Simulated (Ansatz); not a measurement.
## SrZnIn in the AlB2 type: lattice stability ahead of a resistivity run

Question: is the lattice of SrZnIn in the AlB2 type stable, and if so, what are its coupling constant and resistivity?

Program: Ansatz 0.2.0. Level of theory: DFT LDA, scalar-relativistic, plane waves, PAW; PAW set soft_1. Results are calculated unless marked as measured.

Report form: the programs' logs are mostly left out.

The structure was built from a prototype and need not be the compound's stable phase.

**1. Starting point**

It takes space group P-6m2 (No. 187, hexagonal). The conventional cell has a = 4.749 Å, b = 4.749 Å, c = 4.987 Å, α = 90.00°, β = 90.00°, γ = 120.00°. Nearest to Sr lie 6 Zn at 3.71 Å and 6 In at 3.71 Å. In has 3 Zn at 2.74 Å and 6 Sr at 3.71 Å nearest. Nearest to Zn lie 3 In at 2.74 Å and 6 Sr at 3.71 Å. Farther neighbours are not listed.

**2. Relaxation**

Lattice constant and positions set the bands and the force constants, so the cell is relaxed first.

The input, input.yaml:

```yaml
crystal:
  lattice:
    - [4.74936, 0.0, 0.0]
    - [-2.37468, 4.11307, 0.0]
    - [0.0, 0.0, 4.98683]
  atoms:
    - { symbol: Sr, position: [0.0, 0.0, 0.0] }
    - { symbol: In, position: [0.33333333, 0.66666667, 0.5] }
    - { symbol: Zn, position: [0.66666667, 0.33333333, 0.5] }
kpoints:
  mp_grid: { grid: [9, 9, 6] }
hamiltonian:
  xc: lda
  pseudopotentials: { kind: paw, azcp: { folder: soft_1 }, xc_functional: pbe }
scf:
  occupations: { method: gaussian, width: 0.1 }
output:
  forces: true
  stress: true
  eigenvalues: true
relax:
  adjacent_minimum: "off"
  f_tol: 0.005
  max_steps: 80
  cell: { stress_tol: 0.05 }
```

Launch:

```bash
ansatz run input.yaml --threads 4 --pin off --max-ram 12288MiB --backend cpu --events-out ev --progress --plain --runs-dir out
```

The job ended after 37 s (4 threads of Arm Neoverse V1, shared host; peak memory 0.5 GiB).

Relaxation path:

```csv
step,energy less that of the first step (eV),largest force component (eV/Å),pressure (GPa),volume (Å³)
1,0.0000,0.0000,-5.36,97.41
2,-0.2881,0.0000,-2.98,87.18
3,-0.3920,0.0000,-0.31,80.26
4,-0.4406,0.0000,0.55,77.31
5,-0.4908,0.0000,0.14,75.88
6,-0.5266,0.0000,0.19,73.83
7,-0.5268,0.0000,0.09,74.00
8,-0.5268,0.0000,-0.01,74.12
9*,-0.5256,0.0000,-0.01,74.12
```

Relaxation steps marked * repeat the geometry before them on a plane-wave basis chosen anew for their cell, so energy and pressure can jump there.

Forces are held to the 12 operations that the run works with; a distortion that breaks them can't arise in this run.

```csv
cell as run,before,after,change
a (Å),4.749,4.762,+0.3 %
b (Å),4.749,4.762,+0.3 %
c (Å),4.987,3.774,-24.3 %
volume (Å³/atom),32.47,24.71,-23.9 %
```

Final coordinates:

```
Sr In Zn
1.0
     4.76241    0.00000    0.00000
    -2.38120    4.12436    0.00000
     0.00000    0.00000    3.77374
Sr In Zn
1 1 1
Direct
  0.00000 0.00000 0.00000
  0.33333 0.66667 0.50000
  0.66667 0.33333 0.50000
```

This step gave:

```yaml
pressure: -0.01459 GPa
volume_per_atom: 24.71 Å³/atom
metallic_on_mesh: yes
gap_on_the_k_mesh: 0 eV
```

The largest force is now zero by symmetry and the largest stress component 0.018 GPa.

**3. Relaxation**

The cell moved far, so the relaxation is started again from the new cell to confirm it.

input.yaml, the sections that differ from step 2:

```yaml
crystal:
  lattice:
    - [4.7624056113, 0.0, 0.0]
    - [-2.3812028057, 4.1243642425, 0.0]
    - [0.0, 0.0, 3.7737385825]
  atoms:
    - { symbol: Sr, position: [0.0, 0.0, 0.0] }
    - { symbol: In, position: [0.3333333333, 0.6666666667, 0.5] }
    - { symbol: Zn, position: [0.6666666667, 0.3333333333, 0.5] }
kpoints:
  mp_grid: { grid: [9, 9, 8] }
# hamiltonian, scf, output, relax: as in step 2
```

Elapsed: 22 s, on 4 threads; peak memory 0.47 GiB; 86 s of CPU time.

The steps of the relaxation:

```csv
step,energy less that of the first step (eV),largest force component (eV/Å),pressure (GPa),volume (Å³)
1,0.0000,0.0000,0.09,74.12
2,-0.0036,0.0000,0.04,74.55
3,-0.0048,0.0000,0.02,74.89
4,-0.0047,0.0000,-0.06,75.05
5,-0.0048,0.0000,0.01,74.93
6,-0.0048,0.0000,0.01,74.93
```

The log counts 1 steps on a newly chosen plane-wave basis, not all of them marked here; energy and pressure can jump at such steps. Relaxation step 4 was tried and not accepted.

```
conventional cell, symmetrised  before  after  change
                         a (Å)   4.762  4.731  -0.7 %
                         b (Å)   4.762  4.731  -0.7 %
                         c (Å)   3.774  3.865  +2.4 %
              volume (Å³/atom)   24.71  24.98  +1.1 %
```

The relaxed structure:

```
Sr In Zn
1.0
     4.73122    0.00000    0.00000
    -2.36561    4.09736    0.00000
     0.00000    0.00000    3.86507
Sr In Zn
1 1 1
Cartesian
  0.0000 0.0000 0.0000
  0.0000 2.7316 1.9325
  2.3656 1.3658 1.9325
```

This step gave:

```
pressure        : 0.007448 GPa
volume per atom : 24.98 Å³/atom
```

The largest force is now zero by symmetry and the largest stress component 0.027 GPa.

**4. Relaxing tightly for phonons**

No force is left; the cell is relaxed once more with another smearing and tight thresholds.

input.yaml, the sections that differ from step 3:

```yaml
crystal:
  lattice:
    - [4.7312239391, 0.0, 0.0]
    - [-2.3656119696, 4.0973601222, 0.0]
    - [0.0, 0.0, 3.865073726]
  atoms:
    - { symbol: Sr, position: [0.0, 0.0, 0.0] }
    - { symbol: In, position: [0.3333333333, 0.6666666667, 0.5] }
    - { symbol: Zn, position: [0.6666666667, 0.3333333333, 0.5] }
kpoints:
  mp_grid: { grid: [6, 6, 8] }
scf:
  occupations: { method: methfessel_paxton, width: 0.2 }
relax:
  adjacent_minimum: "off"
  f_tol: 0.001
  max_steps: 60
  cell: { stress_tol: 0.01 }
# hamiltonian, output: as in step 3
```

It took 9.7 s on 4 threads; peak memory 0.44 GiB; 33 s of CPU time.

The steps of the relaxation:

```
step  energy less that of the first step (eV)  largest force component (eV/Å)  pressure (GPa)  volume (Å³)
   1                                   0.0000                          0.0000           -0.03        74.93
   2                                  -0.0001                          0.0000            0.01        74.93
   3                                  -0.0001                          0.0000            0.00        75.00
   4                                  -0.0001                          0.0000            0.00        75.00
```

The log counts 1 steps on a newly chosen plane-wave basis, not all of them marked here; energy and pressure can jump at such steps.

| conventional cell, symmetrised | before | after | change |
| --- | --- | --- | --- |
| a (Å) | 4.731 | 4.725 | -0.1 % |
| b (Å) | 4.731 | 4.725 | -0.1 % |
| c (Å) | 3.865 | 3.879 | +0.4 % |
| volume (Å³/atom) | 24.98 | 25.00 | +0.1 % |

Final coordinates:

```xyz
3
Lattice="4.7250 0.0000 0.0000 -2.3625 4.0920 0.0000 0.0000 0.0000 3.8789" Properties=species:S:1:pos:R:3 pbc="T T T"
Sr    0.0000    0.0000    0.0000
In    0.0000    2.7280    1.9394
Zn    2.3625    1.3640    1.9394
```

This step gave:

- pressure: -0.002718 GPa
- volume per atom: 25.00 Å³/atom

The largest force is now zero by symmetry and the largest stress component 0.0034 GPa, small enough for phonons.

**5. Lattice stability: q 2×2×2, k 4×4×4**

Couplings are defined for a stable lattice alone, so phonons come first.

The input, input.yaml:

```yaml
crystal:
  lattice:
    - [4.7249879918, 0.0, 0.0]
    - [-2.3624939959, 4.0919596335, 0.0]
    - [0.0, 0.0, 3.87887983]
  atoms:
    - { symbol: Sr, position: [0.0, 0.0, 0.0] }
    - { symbol: In, position: [0.3333333333, 0.6666666667, 0.5] }
    - { symbol: Zn, position: [0.6666666667, 0.3333333333, 0.5] }
kpoints:
  mp_grid: { grid: [4, 4, 4] }
hamiltonian:
  xc: lda
  pseudopotentials: { kind: paw, azcp: { folder: soft_1 }, xc_functional: pbe }
scf:
  occupations: { method: methfessel_paxton, width: 0.2 }
output:
  eigenvalues: true
phonons:
  method: dfpt
  qmesh: [2, 2, 2]
  temperatures: { t_max: 1000, t_step: 50 }
  qpath:
    path:
      - [[0.0, 0.0, 0.0], [0.5, 0.0, 0.0], [0.33333333, 0.33333333, 0.0], [0.0, 0.0, 0.0], [0.0, 0.0, 0.5], [0.5, 0.0, 0.5], [0.33333333, 0.33333333, 0.5], [0.0, 0.0, 0.5]]
      - [[0.5, 0.0, 0.5], [0.5, 0.0, 0.0]]
      - [[0.33333333, 0.33333333, 0.5], [0.33333333, 0.33333333, 0.0]]
    npoints: 10
```

It took 36 s on 4 threads; peak memory 0.54 GiB; 2.1 min of CPU time.

This step gave:

* share of imaginary modes in the plain interpolation between solved wavevectors: 0.041
* highest frequency, solved or plainly interpolated: 177.2 cm⁻¹

Solved on the 2×2×2 mesh alone; all other wavevectors are interpolated. The phonon branches at the labelled points (cm⁻¹):

```csv
point,branch 1,branch 2,branch 3,branch 4,branch 5,branch 6,branch 7,branch 8,branch 9
Γ,0,0,0,102,123,125,125,177,177
halfway,36,46,74,97,113,116,117,170,176
M,66,75,86,97,99,100,133,144,176
halfway,67,76,86,95,97,100,139,146,170
K,70,79,87,94,94,96,150,151,158
halfway,41,52,84,96,110,111,118,169,173
Γ,0,0,0,102,123,125,125,177,177
halfway,39,46,46,83,118,118,138,177,177
A,30,63,71,71,108,108,157,177,177
halfway,-37,46,78,84,103,117,142,167,171
L,-56,19,86,94,98,124,128,156,165
halfway,-58,-11,83,101,103,121,127,148,170
H,-60,-24,81,108,108,118,123,141,172
halfway,-43,40,79,88,104,118,139,162,172
A,30,63,71,71,108,108,157,177,177
jump to L,-56,19,86,94,98,124,128,156,165
halfway,27,64,76,94,98,114,134,149,171
M,66,75,86,97,99,100,133,144,176
jump to H,-60,-24,81,108,108,118,123,141,172
halfway,26,55,85,88,104,109,141,147,165
K,70,79,87,94,94,96,150,151,158
```

Lowest modes at the softest wavevector of the mesh. The modes at q = (0.500, 0.000, 0.500) (shares of kinetic energy by element, %) (negative means imaginary):

```
mode  frequency (cm⁻¹)  Sr %  In %  Zn %
   1             -56.0    17    77     6
   2              19.0     1     9    90
   3              86.0     0    61    39
   4              93.6    57    42     1
   5              98.3   100     0     0
   6             123.9    82    14     4
```

Displacements in mode 1 (-56.0 cm⁻¹), the largest set to 1, in the home cell:
```
Sr1 -0.46 -0.27  0.00
In2  0.00  0.00 -1.00
Zn3  0.00  0.00 -0.36
```

Displacements in mode 5 (98.3 cm⁻¹), the largest set to 1, in the home cell:
```
Sr1 -0.58  1.00  0.00
In2  0.00  0.00  0.00
Zn3  0.00  0.00  0.00
```

Among the solved wavevectors the lowest mode, translations apart, is -56 cm⁻¹, imaginary.

**6. Lattice stability: q 3×3×2, k 6×6×6**

An imaginary mode on so few k-points may come from the sampling, so the phonons are repeated with another q and k mesh.

input.yaml, as its differences from that of step 5:

```diff
@@ -10,3 +10,3 @@
 kpoints:
-  mp_grid: { grid: [4, 4, 4] }
+  mp_grid: { grid: [6, 6, 6] }
 hamiltonian:
@@ -20,3 +20,3 @@
   method: dfpt
-  qmesh: [2, 2, 2]
+  qmesh: [3, 3, 2]
   temperatures: { t_max: 1000, t_step: 50 }
```

Run time: 2.4 min. Hardware: 4 threads; peak memory 0.71 GiB; 8.9 min of CPU time.

This step gave:

- share of imaginary modes in the plain interpolation between solved wavevectors: 0.0468
- highest frequency, solved or plainly interpolated: 178.1 cm⁻¹

Solved on the 3×3×2 mesh alone; all other wavevectors are interpolated. The phonon branches at the labelled points (cm⁻¹):

| point | branch 1 | branch 2 | branch 3 | branch 4 | branch 5 | branch 6 | branch 7 | branch 8 | branch 9 |
| --- | --- | --- | --- | --- | --- | --- | --- | --- | --- |
| Γ | 0 | 0 | 0 | 97 | 123 | 123 | 124 | 165 | 165 |
| halfway | 46 | 47 | 80 | 96 | 114 | 115 | 117 | 165 | 172 |
| M | 72 | 74 | 91 | 100 | 100 | 102 | 136 | 149 | 177 |
| halfway | 73 | 75 | 90 | 97 | 99 | 100 | 141 | 151 | 172 |
| K | 76 | 78 | 91 | 94 | 95 | 98 | 149 | 154 | 164 |
| halfway | 52 | 53 | 89 | 95 | 110 | 114 | 115 | 166 | 171 |
| Γ | 0 | 0 | 0 | 97 | 123 | 123 | 124 | 165 | 165 |
| halfway | 25 | 46 | 46 | 83 | 116 | 116 | 121 | 166 | 166 |
| A | 22 | 67 | 73 | 73 | 104 | 104 | 119 | 166 | 166 |
| halfway | -43 | 61 | 80 | 83 | 104 | 118 | 131 | 161 | 166 |
| L | -55 | 58 | 87 | 95 | 105 | 124 | 130 | 162 | 165 |
| halfway | -52 | 54 | 87 | 103 | 108 | 122 | 128 | 147 | 175 |
| H | -49 | 51 | 88 | 112 | 114 | 119 | 123 | 137 | 178 |
| halfway | -46 | 59 | 81 | 88 | 105 | 119 | 132 | 156 | 170 |
| A | 22 | 67 | 73 | 73 | 104 | 104 | 119 | 166 | 166 |
| jump to L | -55 | 58 | 87 | 95 | 105 | 124 | 130 | 162 | 165 |
| halfway | 29 | 77 | 80 | 97 | 102 | 114 | 137 | 153 | 172 |
| M | 72 | 74 | 91 | 100 | 100 | 102 | 136 | 149 | 177 |
| jump to H | -49 | 51 | 88 | 112 | 114 | 119 | 123 | 137 | 178 |
| halfway | 37 | 71 | 88 | 92 | 108 | 109 | 141 | 148 | 171 |
| K | 76 | 78 | 91 | 94 | 95 | 98 | 149 | 154 | 164 |

Lowest modes at the softest wavevector of the mesh. The modes at q = (0.333, -0.333, 0.500) (shares of kinetic energy by element, %) (negative means imaginary):

```csv
mode,frequency (cm⁻¹),Sr %,In %,Zn %
1,-50.5,16,71,13
2,58.7,1,19,80
3,83.3,0,60,40
4,89.2,33,50,17
5,104.1,100,0,0
6,121.7,83,10,7
```

Displacements in mode 1 (-50.5 cm⁻¹), the largest set to 1, in the home cell (x, y, z of the real part, then of the imaginary part):
```
Sr1 -0.44  0.26  0.00  0.16 -0.09  0.00
In2  0.00  0.00  0.97  0.00  0.00  0.24
Zn3  0.00  0.00 -0.28  0.00  0.00  0.49
```

Displacements in mode 2 (58.7 cm⁻¹), the largest set to 1, in the home cell (x, y, z of the real part, then of the imaginary part):
```
Sr1 -0.06  0.04  0.00 -0.06  0.04  0.00
In2  0.00  0.00 -0.11  0.00  0.00 -0.35
Zn3  0.00  0.00 -1.00  0.00  0.00  0.04
```

The modes has structure finer than the step of the table below, so its rows give means over 10 cm⁻¹, whole bins alone (the curve runs from -64.2 to 193 cm⁻¹). Peaks (cm⁻¹: height): In -44.8: 0.0126, -31.8: 0.0110, 73.3: 0.0320, 86.2: 0.0373, 94.3: 0.0364, 131.5: 0.0172, 170.3: 0.0441; Sr 107.3: 0.0963; Zn 89.5: 0.0376, 108.9: 0.0209, 131.5: 0.0204, 170.3: 0.0604.

Phonopy on the run's constants, 13x13x15 mesh, Gaussian sigma 2.0 cm⁻¹. Modes against wavenumber; means over each step; values in 1/cm⁻¹/cell:

```
wavenumber (cm⁻¹)       In       Sr       Zn
              -50  0.00959  0.00198  0.00118
              -40  0.00729  0.00150  0.00107
              -30  0.00853  0.00188  0.00142
              -20  0.00229   4.4e-4   4.5e-4
              -10  0.00209   7.1e-4   6.6e-4
                0   5.3e-4   1.9e-4   1.6e-4
               10  0.00348  0.00125  0.00113
               20  0.00593  0.00200  0.00155
               30  0.00548  0.00239  0.00167
               40  0.00697  0.00331  0.00240
               50   0.0107  0.00488  0.00617
               60   0.0174  0.00691   0.0229
               70   0.0273   0.0113   0.0233
               80   0.0278  0.00801   0.0252
               90   0.0341   0.0198   0.0342
              100   0.0199   0.0449   0.0155
              110   0.0112   0.0806   0.0192
              120   0.0112   0.0499   0.0132
              130   0.0145   0.0274   0.0158
              140  0.00694  0.00644  0.00618
              150  0.00695  0.00505   0.0187
              160   0.0194  0.00770   0.0327
              170   0.0363  0.00978   0.0506
              180  0.00361  0.00172  0.00458
```

No LO-TO term; unit eigenvectors of the mass-weighted matrix. Modes at Γ, with each element's share of the kinetic energy:

```
mode  frequency (cm⁻¹)  symmetry  Sr %  In %  Zn %
   1               0.0   unnamed    33    43    24
   2               0.0   unnamed    33    43    24
   3               0.0   unnamed    33    43    24
   4              97.1      A2''     0    37    63
   5             123.1   unnamed    67    17    16
   6             123.1   unnamed    67    17    16
   7             124.4   unnamed    67    20    13
   8             165.3        E'     0    40    59
   9             165.3        E'     0    40    59
```

Displacements in mode 4 (97.1 cm⁻¹), the largest set to 1:
```
Sr1  0.00  0.00  0.01
In2  0.00  0.00 -0.58
Zn3  0.00  0.00  1.00
```

Displacements in mode 8 (165.3 cm⁻¹), the largest set to 1:
```
Sr1  0.00  0.07  0.00
In2  0.00 -0.62  0.00
Zn3  0.00  1.00  0.00
```

Among the solved wavevectors the lowest mode, translations apart, is -50.5 cm⁻¹, imaginary.

**7. Lattice stability: Fermi–Dirac smearing of 0.3 eV**

The phonons are repeated on the same meshes with a wide Fermi–Dirac smearing, to see whether the soft mode comes from sharp features of the Fermi surface.

input.yaml, as its differences from that of step 6:

```diff
@@ -15,3 +15,3 @@
 scf:
-  occupations: { method: methfessel_paxton, width: 0.2 }
+  occupations: { method: fermi_dirac, width: 0.3 }
 output:
```

Elapsed: 2.4 min, on 4 threads; peak memory 0.74 GiB.

This step gave:

* share of imaginary modes in the plain interpolation between solved wavevectors: 0.0347
* highest frequency, solved or plainly interpolated: 177.4 cm⁻¹

Solved on the 3×3×2 mesh alone; all other wavevectors are interpolated. The phonon branches at the labelled points (cm⁻¹):

```csv
point,branch 1,branch 2,branch 3,branch 4,branch 5,branch 6,branch 7,branch 8,branch 9
Γ,0,0,0,91,122,126,126,163,163
halfway,46,46,76,90,114,115,115,161,169
M,70,73,86,96,99,103,130,142,174
halfway,70,74,86,94,97,101,136,146,169
K,71,76,86,92,96,99,146,147,162
halfway,51,52,85,89,109,112,115,162,168
Γ,0,0,0,91,122,126,126,163,163
halfway,38,47,47,72,119,119,125,164,164
A,42,46,74,74,106,106,132,164,164
halfway,-24,44,80,83,104,116,134,159,163
L,-44,43,85,94,105,122,126,161,162
halfway,-41,39,85,102,108,121,125,145,173
H,-37,34,86,110,114,119,121,136,177
halfway,-30,42,81,87,105,117,134,153,167
A,42,46,74,74,106,106,132,164,164
jump to L,-44,43,85,94,105,122,126,161,162
halfway,35,68,78,96,101,112,131,151,169
M,70,73,86,96,99,103,130,142,174
jump to H,-37,34,86,110,114,119,121,136,177
halfway,41,63,87,88,109,109,138,143,169
K,71,76,86,92,96,99,146,147,162
```

Lowest modes at the softest wavevector of the mesh. The modes at q = (-0.333, -0.333, 0.500) (shares of kinetic energy by element, %) (negative means imaginary):

```csv
mode,frequency (cm⁻¹),Sr %,In %,Zn %
1,-37.2,17,83,0
2,34.2,6,0,94
3,85.6,20,64,15
4,110.5,94,0,6
5,114.2,55,1,44
6,118.7,0,100,0
```

Displacements in mode 1 (-37.2 cm⁻¹), the largest set to 1, in the home cell (x, y, z of the real part, then of the imaginary part):
```
Sr1 0.00 0.37 0.00 0.37 0.00 0.00
In2 0.00 0.00 1.00 0.00 0.00 0.00
Zn3 0.00 0.00 0.00 0.00 0.00 0.00
```

Displacements in mode 6 (118.7 cm⁻¹), the largest set to 1, in the home cell (x, y, z of the real part, then of the imaginary part):
```
Sr1  0.00  0.00  0.00  0.00  0.00  0.00
In2  0.50  0.87  0.00  0.87 -0.50  0.00
Zn3  0.00  0.00  0.00  0.00  0.00  0.00
```

Among the solved wavevectors the lowest mode, translations apart, is -37.2 cm⁻¹, imaginary.

For the lowest on path, step 6 gave -55.1 cm⁻¹; this run, with occupations Fermi-Dirac and smearing width 0.3 eV, gives -44.4 cm⁻¹.

**8. Results**

| Property | Result |
| --- | --- |
| phonon run of the rows without a label of their own | LDA, q 3×3×2, k 6×6×6 |
| softest mode on the q mesh | -50.5 cm⁻¹ at q = (0.333, -0.333, 0.5) |
| highest frequency, solved or plainly interpolated | 178 cm⁻¹ |

**Reading.** The lattice is dynamically unstable at this level: a mode at q = (0.333, -0.333, 0.5) is imaginary, 50.5i cm⁻¹, so no harmonic coupling constant or resistivity is defined for this structure. These meshes are coarse, and single modes of a metal can move by tens of cm⁻¹ with the k mesh. The coarser mesh found an imaginary mode at another wavevector, which this mesh lacks. The phonon runs are not spin-polarised. The PAW files were made for PBE; under other functionals the run regenerates their frozen core. The structure was built by hand as an ordered model, and its stability against other phases was not tested.

[Logs are printed without paths, hosts, clocks, repeated set-up lines and the standing remarks that a program may print on its own settings, such as how far it seeks lower states.]

[Hosts, paths, dates, database ids (printed as entryN), source tags and the programs' standing remarks are cut or masked in the printed files.]
